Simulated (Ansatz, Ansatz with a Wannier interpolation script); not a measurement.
## Settings in Wannier-interpolated G0W0: GaN (P6_3mc)

How do the Wannier model and the GW settings move the interpolated bands of GaN (P6_3mc)?

Program: Ansatz 0.2.0. Level of theory: maximally localised Wannier functions, LDA, plane waves, PAW. Results are calculated unless marked as measured.

The database entry behind the starting cell differs from later determinations by our own check (about 0.3 % short, ideal inner coordinate), so it need not match the best structure at ambient conditions.

## (1) Set-up

Symmetry: P6_3mc, No. 186, hexagonal system. The conventional cell has a = 3.180 Å, b = 3.180 Å, c = 5.166 Å, α = 90.00°, β = 90.00°, γ = 120.00°. Nearest to Ga lie 4 N at 1.94 to 1.95 Å. Nearest to N lie 4 Ga at 1.94 to 1.95 Å. Farther neighbours and most contacts between anions are not listed.

The cell and positions come from the Crystallography Open Database and are kept as given unless a step says otherwise. The default PAW set here is soft_1. Its files were made with PBE; for other functionals the partial waves and projectors stay those of PBE.

## (2) Wannier model on 9×9×4

Localised functions give a small Hamiltonian that interpolates between mesh points at no cost.

input.yaml

```yaml
crystal:
  lattice:
    - [3.18, 0.0, 0.0]
    - [-1.59, 2.75396078, 0.0]
    - [0.0, 0.0, 5.166]
  atoms:
    - { symbol: Ga, position: [0.33333333, 0.66666667, 0.0] }
    - { symbol: Ga, position: [0.66666667, 0.33333333, 0.5] }
    - { symbol: "N", position: [0.33333333, 0.66666667, 0.375] }
    - { symbol: "N", position: [0.66666667, 0.33333333, 0.875] }
kpoints:
  mp_grid: { grid: [9, 9, 4] }
hamiltonian:
  xc: lda
  pseudopotentials: { kind: paw, azcp: { folder: "./paw" } }
scf:
  occupations: { method: fixed }
  n_extra_bands: 30
output:
  wannier:
    kmesh: [9, 9, 4]
    projections:
      - { species: Ga, l: s, shell: 4 }
      - { species: Ga, l: p, shell: 4 }
      - { species: "N", l: p, shell: 2 }
    minimise: true
    write_hr: true
    seedname: w
    conv_tol: 1.0e-07
    max_iter: 4000
    disentanglement:
      window: [2.1, 25.11]
      frozen_window: [2.1, 14.45]
      conv_tol: 1.0e-08
```

On the command line:

```console
$ ansatz run input.yaml --threads 3 --pin off --max-ram 92160MiB --backend cuda --events-out ev --progress --plain --runs-dir out --devices 1 --max-vram 13GiB
```

Numbers of over 12 decimals in the logs are rounded to 6 here.

The program printed:

```text
Warning: <dir> the record states the generating functional pbe (its physics header spells it `PBE`), which answers neither for hamiltonian.xc's functional nor for the lda family's — results may be inconsistent (PPs are generated against a specific XC)
Warning: <dir> the record states the generating functional pbe (its physics header spells it `PBE`), which answers neither for hamiltonian.xc's functional nor for the lda family's — results may be inconsistent (PPs are generated against a specific XC)
scf.n_extra_bands = 30 over 18 filled bands (N_el = 36.0): the run solves 48 bands
GPUs: using 1 of 1 available (devices: 1).
Engine: ansatz 0.2.0, x86_64-unknown-linux-gnu
Pseudopotentials: kind: paw
Pseudopotential: Ga, paw, valence charge 13, recommended cutoff 420 eV (normal), <dir>
Pseudopotential: N, paw, valence charge 5, recommended cutoff 420 eV (normal), <dir>
Functional definition: SPW92
  exchange = slater_x
  correlation = pw_c
device memory: the entry about to start is reckoned to put 1.4 GiB on a device that reports 72.4 GiB free (of which the cap on the GPU budget leaves the run 13.0 GiB)
GPU FFT provider: cuFFT
GPU libraries: cuBLAS 13.8.2, cuFFT 12.4.0, cuSOLVER 12.3.4
Crystal: 4 atoms, lattice volume = 45.242 Å³
Basis set: ecut = 420 eV, 881 PW (Γ)
Bands: 48, of which v1, the nominal top of the filled ones, is band 18 counted from 1 (17 counted from 0)
Symmetry: 12 space group operations
Space group: P63mc (ITA 186), of the structure as read, at distance tolerance 3.6e-5 Å
k-points: 36 of 324 (time reversal used)
Non-local potential: Ga, projectors of the file, l = 0: 2, l = 1: 2, l = 2: 3, l = 3: 1
Non-local potential: N, projectors of the file, l = 0: 2, l = 1: 2, l = 2: 1
PAW form: soft (Blöchl's): semilocal exchange-correlation on the pseudo side does not see the compensation charge
PAW frozen core: Ga, regenerated for the run's functional, and the local potential with it (the file was generated under x = pbe(κ = 0.804, μ = 0.219515), c = pbe(β = 0.066725))
PAW frozen core: N, regenerated for the run's functional, and the local potential with it (the file was generated under x = pbe(κ = 0.804, μ = 0.219515), c = pbe(β = 0.066725))
PAW one-centre angular grid: Ga, 590 points (default); XC on 64 Gauss nodes
PAW one-centre angular grid: N, 110 points (default); XC on 64 Gauss nodes
Initial density: superposition of atomic densities (chi_scale 0.1, normalization cell, long waves kept (reshape's long-wave potential 0.00 eV rms))
Initial wavefunctions: pseudopotential atomic-orbital guess
GPU buffer pool allocated for 20736 grid points (all kernels)
GPU transforms: local potential and band sums: pruned to the plane-wave sphere, on 24×24×36
Functional: x = slater, c = lda
[...]
SCF iter   3: F=—  HF=-8164.212990 eV  |F-HF|=—  |Δ(HF+E_count)|=   8.97e-2  Δρ=1.85e-2  dr2=9.02e-2  ethr=1.13e-3  ⟨swp⟩=2.6  Hψ=1245  notcnv=0  defer=1002
SCF iter   4: F=—  HF=-8164.184963 eV  |F-HF|=—  |Δ(HF+E_count)|=   2.80e-2  Δρ=3.20e-3  dr2=3.49e-3  ethr=2.51e-4  ⟨swp⟩=2.4  Hψ=1541  notcnv=0  defer=1006
SCF iter   5: F=—  HF=-8164.180913 eV  |F-HF|=—  |Δ(HF+E_count)|=   4.05e-3  Δρ=1.23e-3  dr2=3.75e-4  ethr=9.68e-6  ⟨swp⟩=2.1  Hψ=1653  notcnv=0  defer=1006
SCF iter   6: F=—  HF=-8164.181122 eV  |F-HF|=—  |Δ(HF+E_count)|=   2.09e-4  Δρ=1.88e-4  dr2=7.38e-6  ethr=1.04e-6  ⟨swp⟩=2.1  Hψ=1554  notcnv=0  defer=1005
SCF iter   7: F=—  HF=-8164.181241 eV  |F-HF|=—  |Δ(HF+E_count)|=   1.18e-4  Δρ=2.55e-5  dr2=9.84e-8  ethr=2.78e-10  ⟨swp⟩=10.9  Hψ=12822  notcnv=0
SCF iter   8: F=-8164.181241 eV  HF=-8164.181241 eV  |F-HF|=2.82e-9  |Δ(HF+E_count)|=   2.83e-7  Δρ=4.69e-6  dr2=6.46e-9  ethr=2.73e-10  ⟨swp⟩=3.8  Hψ=4546  notcnv=0
SCF 1 converged in 8 iterations: F = -8164.181241 eV  dr2 = 6.46e-9
[...]
device memory: the entry about to start is reckoned to put 1.7 GiB on a device that reports 70.4 GiB free (of which the cap on the GPU budget leaves the run 13.0 GiB)
NSCF: frozen V_eff on 36 k-points
[...]
device memory: the entry about to start is reckoned to put 1.6 GiB on a device that reports 70.7 GiB free (of which the cap on the GPU budget leaves the run 13.0 GiB)
NSCF: frozen V_eff on 40 k-points, pencils in batches of 32, up to order 192
the Wannier pass solved 40 of the 324 points of its mesh, and has the states at the others by symmetry: states obtained by the crystal's operations at points that were solved too leave a residual of 3.39e-13 eV (read by the count's bands and the next), within 6.67e-6 eV
SCF converged after 8 iterations
Free energy (F): -8164.181241 eV
Harris-Foulkes:  -8164.181241 eV  (|F-HF|=2.82e-9)
Internal energy: -8164.181241 eV  (E = F + TS)
E sigma→0 (E₀):  -8164.181241 eV
Fermi energy:    9.469333 eV
--- Per-component energies (eV) ---
  E_band       = -20.668285
  E_kinetic    = 481.767454
  E_local      = -2823.982404  (includes V_loc(G=0)·N_el)
  E_nonlocal   = -103.685421
  E_hartree    = 1783.564830
  E_xc         = -242.973338
  E_vxc        = -261.966715  (∫ρ·V_xc dr)
  E_paw        = -4078.663950  (= ΣΔE_a)
  E_vpaw       = -879.928769  (= ΣTr[D̂ρ^β])
  E_aug_tail   = 0.001266  (compensation charges beyond the density's cutoff)
  E_ewald      = -3183.826730
  E_core_change = 3.617051  (= ΣΔE_core)
  E_smearing   = -0.000000  (= −TS)
  E_closure    = -0.000000  (closes the sum)
  Σ components = -8164.181241   (vs F -8164.181241, Δ=0.00e0)
--- Band table (eV; the first three rows and the last of 36) ---
  k-point 0: bands = [... 14 lower, 8.3948, 9.4062, 9.4693, 9.4693, 11.4463, 13.6668, 18.5719, 19.2162, ... 26 higher]
  k-point 1: bands = [... 14 lower, 8.5446, 8.5446, 9.3047, 9.3047, 12.6076, 13.7807, 18.1829, 18.9180, ... 26 higher]
  k-point 2: bands = [... 14 lower, 8.9176, 8.9176, 8.9176, 8.9176, 13.7016, 13.7016, 17.8459, 17.8459, ... 26 higher]
  k-point 35: bands = [... 14 lower, 5.1878, 5.1878, 7.9447, 7.9447, 15.8479, 15.8479, 16.6574, 16.6574, ... 26 higher]
Wannier search: line search 1 of at most 4000: gauge-dependent spread (as the search counts it) 5.9002225 Å², largest recent change 2.4e0 Å² and fall left 3.6e-2 Å² against conv_tol 1.0e-7 Å², 0 stops escaped
```

Run time: 19 s. Hardware: 1 × NVIDIA H100 80GB HBM3 (shared by 6 runs) with 3 threads of AMD EPYC 7R13 (Zen 3), shared host; peak memory 1 GiB; 8.8 s of CPU time.

This step gave:

```
gauge-invariant spread     : 19.13 Å²
diagonal spread            : 0.1216 Å²
off-diagonal spread        : 1.823 Å²
total spread               : 21.08 Å²
least projectability       : 0.2070
localisation steps         : 23
disentanglement steps      : 119
r.m.s. interpolation error : 0.002207 eV
r.m.s. error near the gap  : 0.002565 eV
```

Near the gap the model misses directly solved bands by 2.6 meV r.m.s. and by 27 meV at most in the window tested. This tests the starting bands, not the corrections carried with them.

## (3) A faulty Wannier input

input.yaml, as its differences from that of step 2:

```diff
@@ -32,3 +32,3 @@
       window: [2.1, 25.11]
-      frozen_window: [2.1, 14.45]
+      frozen_window: [2.1, 24.61]
       conv_tol: 1.0e-08
```

The program printed:

```text
Warning: <dir> the record states the generating functional pbe (its physics header spells it `PBE`), which answers neither for hamiltonian.xc's functional nor for the lda family's — results may be inconsistent (PPs are generated against a specific XC)
Warning: <dir> the record states the generating functional pbe (its physics header spells it `PBE`), which answers neither for hamiltonian.xc's functional nor for the lda family's — results may be inconsistent (PPs are generated against a specific XC)
scf.n_extra_bands = 30 over 18 filled bands (N_el = 36.0): the run solves 48 bands
GPUs: using 1 of 1 available (devices: 1).
Engine: ansatz 0.2.0, x86_64-unknown-linux-gnu
Pseudopotentials: kind: paw
Pseudopotential: Ga, paw, valence charge 13, recommended cutoff 420 eV (normal), <dir>
Pseudopotential: N, paw, valence charge 5, recommended cutoff 420 eV (normal), <dir>
Functional definition: SPW92
  exchange = slater_x
  correlation = pw_c
device memory: the entry about to start is reckoned to put 1.4 GiB on a device that reports 48.4 GiB free (of which the cap on the GPU budget leaves the run 13.0 GiB)
GPU FFT provider: cuFFT
GPU libraries: cuBLAS 13.8.2, cuFFT 12.4.0, cuSOLVER 12.3.4
Crystal: 4 atoms, lattice volume = 45.242 Å³
Basis set: ecut = 420 eV, 881 PW (Γ)
Bands: 48, of which v1, the nominal top of the filled ones, is band 18 counted from 1 (17 counted from 0)
Symmetry: 12 space group operations
Space group: P63mc (ITA 186), of the structure as read, at distance tolerance 3.6e-5 Å
k-points: 36 of 324 (time reversal used)
Non-local potential: Ga, projectors of the file, l = 0: 2, l = 1: 2, l = 2: 3, l = 3: 1
[...]
NSCF: frozen V_eff on 40 k-points, pencils in batches of 32, up to order 192
the Wannier pass solved 40 of the 324 points of its mesh, and has the states at the others by symmetry: states obtained by the crystal's operations at points that were solved too leave a residual of 3.39e-13 eV (read by the count's bands and the next), within 6.67e-6 eV
SCF converged after 8 iterations
Free energy (F): -8164.181241 eV
Harris-Foulkes:  -8164.181241 eV  (|F-HF|=2.82e-9)
Internal energy: -8164.181241 eV  (E = F + TS)
E sigma→0 (E₀):  -8164.181241 eV
Fermi energy:    9.469333 eV
--- Per-component energies (eV) ---
  E_band       = -20.668285
  E_kinetic    = 481.767454
  E_local      = -2823.982404  (includes V_loc(G=0)·N_el)
  E_nonlocal   = -103.685421
  E_hartree    = 1783.564830
  E_xc         = -242.973338
  E_vxc        = -261.966715  (∫ρ·V_xc dr)
  E_paw        = -4078.663950  (= ΣΔE_a)
  E_vpaw       = -879.928769  (= ΣTr[D̂ρ^β])
  E_aug_tail   = 0.001266  (compensation charges beyond the density's cutoff)
  E_ewald      = -3183.826730
  E_core_change = 3.617051  (= ΣΔE_core)
  E_smearing   = -0.000000  (= −TS)
  E_closure    = -0.000000  (closes the sum)
  Σ components = -8164.181241   (vs F -8164.181241, Δ=0.00e0)
--- Band table (eV; the first three rows and the last of 36) ---
  k-point 0: bands = [... 14 lower, 8.3948, 9.4062, 9.4693, 9.4693, 11.4463, 13.6668, 18.5719, 19.2162, ... 26 higher]
  k-point 1: bands = [... 14 lower, 8.5446, 8.5446, 9.3047, 9.3047, 12.6076, 13.7807, 18.1829, 18.9180, ... 26 higher]
  k-point 2: bands = [... 14 lower, 8.9176, 8.9176, 8.9176, 8.9176, 13.7016, 13.7016, 17.8459, 17.8459, ... 26 higher]
  k-point 35: bands = [... 14 lower, 5.1878, 5.1878, 7.9447, 7.9447, 15.8479, 15.8479, 16.6574, 16.6574, ... 26 higher]
WARN: one of the run's output files is refused, and neither it nor the files that depend on it are written in full: <dir> frozen window holds 15 > num_wann = 14 bands at ik = 0 (ik counts from 0, the k-points of the .win, .mmn and .eig files from 1)
```

The job ended after 19 s (1 × NVIDIA H100 80GB HBM3 (shared by 6 runs) with 3 threads; peak memory 1 GiB).

The run ended with an error after its SCF cycle had converged; no result of it is taken.

The fault put into this input: a frozen window with more states than functions.

## (4) G0W0: 9×9×4 mesh, 207 empty bands, screening to 160 eV

Now the one-shot GW correction: screening in the RPA, then the self-energy of the levels asked for.

This step: G0W0 on LDA, plane waves, PAW.

input.yaml, the sections that differ from step 3:

```yaml
scf:
  occupations: { method: fixed }
gw:
  n_empty_bands: 207
  ecut_chi: 160.0
  qp_bands: [v6, c2]
  screening: { model: contour_deformation }
# crystal, kpoints, hamiltonian: as in step 3
# output: removed
```

The program printed:

```text
[...]
GPUs: using 1 of 1 available (devices: 1).
[...]
GPU FFT provider: cuFFT
GPU libraries: cuBLAS 13.8.2, cuFFT 12.4.0, cuSOLVER 12.3.4
Crystal: 4 atoms, lattice volume = 45.242 Å³
Basis set: ecut = 420 eV, 881 PW (Γ)
Bands: 22, of which v1, the nominal top of the filled ones, is band 18 counted from 1 (17 counted from 0)
Symmetry: 12 space group operations
[...]
0    20     13.6668   -10.3859    -4.5353   -15.8533  0.8138    14.6077    14.5989  root
[...]
35    17      7.9447   -22.3093     3.1676   -18.5305  0.7671     7.3287     7.3336  root
    35    18      7.9447   -22.3093     3.1676   -18.5305  0.7671     7.3287     7.3336  root
    35    19     15.8480    -9.6785    -4.9224   -15.5513  0.8076    16.8103    16.7983  root
    35    20     15.8480    -9.6785    -4.9224   -15.5513  0.8076    16.8103    16.7983  root
[key lines of the parts left out:]
SCF converged after 9 iterations
Free energy (F): -8164.181241 eV
Fermi energy:    9.469352 eV
```

Wall time 88 s (1 × NVIDIA H100 80GB HBM3 (shared by 6 runs) with 3 threads); peak memory 1.4 GiB.

The G0W0 gap on the mesh is 3.181 eV.

## (5) G0W0: 3×3×2 mesh, 207 empty bands, screening to 160 eV

input.yaml, as its differences from that of step 4:

```diff
@@ -11,3 +11,3 @@
 kpoints:
-  mp_grid: { grid: [9, 9, 4] }
+  mp_grid: { grid: [3, 3, 2] }
 hamiltonian:
```

The program printed:

```text
[...]
GPUs: using 1 of 1 available (devices: 1).
[...]
GPU FFT provider: cuFFT
GPU libraries: cuBLAS 13.8.2, cuFFT 12.4.0, cuSOLVER 12.3.4
Crystal: 4 atoms, lattice volume = 45.242 Å³
Basis set: ecut = 420 eV, 881 PW (Γ)
Bands: 22, of which v1, the nominal top of the filled ones, is band 18 counted from 1 (17 counted from 0)
Symmetry: 12 space group operations
[...]
k-points: 6 of 18
[...]
0    20     13.6810    -9.9652    -5.0751   -15.8421  0.7815    14.5016    14.4829  root
[...]
5    17      8.0119   -22.3952     3.4117   -18.5009  0.7444     7.5231     7.5293  root
     5    18      8.0119   -22.3952     3.4117   -18.5009  0.7444     7.5231     7.5293  root
     5    19     15.8704    -9.5741    -5.1902   -15.5326  0.7811    16.6563    16.6387  root
     5    20     15.8704    -9.5741    -5.1902   -15.5326  0.7811    16.6563    16.6387  root
[key lines of the parts left out:]
SCF converged after 8 iterations
Free energy (F): -8163.874485 eV
Fermi energy:    9.557452 eV
```

It took 17 s on 1 × NVIDIA H100 80GB HBM3 (shared by 6 runs) with 3 threads; peak memory 1 GiB; 4.7 s of CPU time.

The G0W0 gap on the mesh is 2.978 eV.

## (6) G0W0: 9×9×4 mesh, 96 empty bands, screening to 96 eV, plasmon pole

input.yaml, the sections that differ from step 5:

```yaml
kpoints:
  mp_grid: { grid: [9, 9, 4] }
gw:
  n_empty_bands: 96
  ecut_chi: 96
  qp_bands: [v6, c2]
  screening: { model: godby_needs }
# crystal, hamiltonian, scf: as in step 5
```

The program printed:

```text
[...]
GPUs: using 1 of 1 available (devices: 1).
[...]
GPU FFT provider: cuFFT
GPU libraries: cuBLAS 13.8.2, cuFFT 12.4.0, cuSOLVER 12.3.4
Crystal: 4 atoms, lattice volume = 45.242 Å³
Basis set: ecut = 420 eV, 881 PW (Γ)
Bands: 22, of which v1, the nominal top of the filled ones, is band 18 counted from 1 (17 counted from 0)
Symmetry: 12 space group operations
[...]
0    20     13.6668   -10.3859    -4.3078   -15.8533  0.8317    14.8321    14.8264  root
[...]
35    17      7.9447   -22.3093     3.4365   -18.5305  0.7953     7.6019     7.6024  root
    35    18      7.9447   -22.3093     3.4365   -18.5305  0.7953     7.6019     7.6024  root
    35    19     15.8480    -9.6785    -4.6998   -15.5513  0.8312    17.0270    17.0209  root
    35    20     15.8480    -9.6785    -4.6998   -15.5513  0.8312    17.0270    17.0209  root
[key lines of the parts left out:]
SCF converged after 9 iterations
Free energy (F): -8164.181241 eV
Fermi energy:    9.469352 eV
```

Wall time 65 s (1 × NVIDIA H100 80GB HBM3 (shared by 6 runs) with 3 threads); peak memory 1.6 GiB.

The G0W0 gap on the mesh is 3.119 eV.

## (7) Interpolated results

Times are wall times on 1 × NVIDIA H100 80GB HBM3 (shared by 6 runs) with 3 threads of AMD EPYC 7R13 (Zen 3), shared host, good to a factor of about two.

| GW mesh | empty bands | cutoff (eV) | frequency | gap on mesh (eV) | gap over zone (eV) | direct gap (eV) | valence width (eV) | GW time |
| --- | --- | --- | --- | --- | --- | --- | --- | --- |
| 9×9×4 | 207 | 160 | contour deformation | 3.181 | 3.181 | 3.181 | 7.379 | 88 s |
| 3×3×2 | 207 | 160 | contour deformation | 2.978 | 3.024 | 3.024 | 7.337 | 17 s |
| 9×9×4 | 96 | 96 | plasmon pole | 3.119 | 3.119 | 3.119 | 7.780 | 65 s |

## (8) Outcome

* 9×9×4 mesh, 207 empty bands, screening to 160 eV: 3.18 eV
* 3×3×2 mesh, 207 empty bands, screening to 160 eV: 3.02 eV
* 9×9×4 mesh, 96 empty bands, screening to 96 eV, plasmon pole: 3.12 eV

In words: The largest change, −0.16 eV in the gap over the zone, comes with 3×3×2 mesh, 207 empty bands, screening to 160 eV. The first run is a reference, not a converged one, and where a row moves several settings no single cause can be named. Rows on another GW mesh add that mesh's corrections to the bands of the one model. With 3×3×2 mesh, 207 empty bands, screening to 160 eV the gap over the zone moves by −0.16 eV and that on the mesh by −0.20 eV. With 9×9×4 mesh, 96 empty bands, screening to 96 eV, plasmon pole the gap over the zone moves by −0.06 eV and that on the mesh by −0.06 eV. Gaps over the zone and on the mesh differ where an edge lies off the mesh, or where a GW run starts from another density: the starting gap over the zone is 1.977 eV, on the GW meshes it is 1.977 eV and 1.931 eV. The many-body steps are scalar-relativistic: spin-orbit coupling is not in them.

[Paths, hosts, dates, memory and timing lines, banners, echoed tables and standing remarks are left out of the program output.]

[Logs are printed without paths, hosts, clocks, repeated set-up lines and the standing remarks that a program may print on its own settings, such as how far it seeks lower states.]

[Runs of the session that timed out or met a known fault of the program may be left out.]

[Hosts, paths, dates, database ids (printed as entryN), source tags and the programs' standing remarks are cut or masked in the printed files.]
